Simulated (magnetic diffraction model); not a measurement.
# Magnetic neutron pattern of YbCrGe

Space group P6_3/mmc (no. 194), a = 4.1220 Å, c = 16.0560 Å.

| site | atom | x | y | z |
| --- | --- | --- | --- | --- |
| 2a | Yb | 0 | 0 | 1/2 |
| 2b | Yb | 0 | 0 | 3/4 |
| 4f | Ge | 2/3 | 1/3 | 0.1057 |
| 4f | Cr | 2/3 | 1/3 | 0.8418 |

This is a made-up structure (elements placed in a structure type, unrelaxed), so the numbers test the method and describe no known phase.

Only Yb is taken to order (form factors of Yb3+); orders and moment sizes are assumed, and not adapted to the symmetry. Radiation: neutrons of λ = 1.8 Å, 8° to 60°; isotropic B of 0.28 Å² (Yb), 0.35 Å² (Ge) and 0.4 Å² (Cr). Simulated constant-wavelength pattern: nuclear and magnetic terms add, the magnetic one as |2.695 fm × Σ f S⊥ exp(2πi Q·r) exp(−B s²)|², summed over all Q at one angle with the factor 1/(sin²θ cos θ). For collinear order S is the moment m, which repeats by lattice and centring translations R with the sign exp(−2πi k·R). Free-ion form factors, Sears's scattering lengths of 1992, no absorption; a label names one of the reflections at its angle. The strongest nuclear line in the range is 100, and lines under 0.2 are left out.

Assume the order k = (1/2 1/2 0), collinear moments along [120], 3.8 μB on Yb; signs + at (0, 0, 1/2), + at (0, 0, 0), − at (0, 0, 3/4), − at (0, 0, 1/4).

Q: Where does magnetic intensity appear, and how strong is it?

| 2θ (°) | index | nuclear | magnetic |
| --- | --- | --- | --- |
| 19.42 | (1/2 -1/2 2) | 0.0 | 36.9 |
| 25.91 | (0 0 4) | 0.9 | 0.0 |
| 28.42 | (1/2 1/2 2) | 0.0 | 7.8 |
| 29.21 | (1 0 0) | 12.6 | 0.0 |
| 29.93 | (1 0 1) | 1.7 | 0.0 |
| 35.28 | (1 0 3) | 14.6 | 0.0 |
| 39.31 | (0 0 6) | 0.2 | 0.0 |
| 39.44 | (1 0 4) | 100.0 | 0.0 |
| 41.20 | (3/2 -1/2 2) | 0.0 | 9.9 |
| 42.10 | (1/2 -1/2 6) | 0.0 | 7.8 |
| 44.29 | (1 0 5) | 0.8 | 0.0 |
| 46.46 | (3/2 -3/2 2) | 0.0 | 5.0 |
| 47.28 | (1/2 1/2 6) | 0.0 | 4.8 |
| 49.71 | (1 0 6) | 0.2 | 0.0 |
| 51.78 | (1 1 0) | 60.6 | 0.0 |
| 53.29 | (0 0 8) | 9.2 | 0.0 |
| 55.60 | (1 0 7) | 14.8 | 0.0 |
| 55.83 | (3/2 1/2 2) | 0.0 | 2.8 |
| 56.54 | (3/2 -1/2 6) | 0.0 | 6.3 |
| 58.80 | (1 1 4) | 1.3 | 0.0 |

The strongest magnetic line in the range is (1/2 -1/2 2) at 19.42° (36.9). On top of the Lorentz factor, which all lines share, magnetic lines fade with angle because f falls: for Yb3+ it is 0.97, 0.88, 0.76 and 0.51 at sin θ/λ = 0.1, 0.2, 0.3 and 0.5 Å⁻¹, while nuclear lengths stay constant. The order has no net moment.
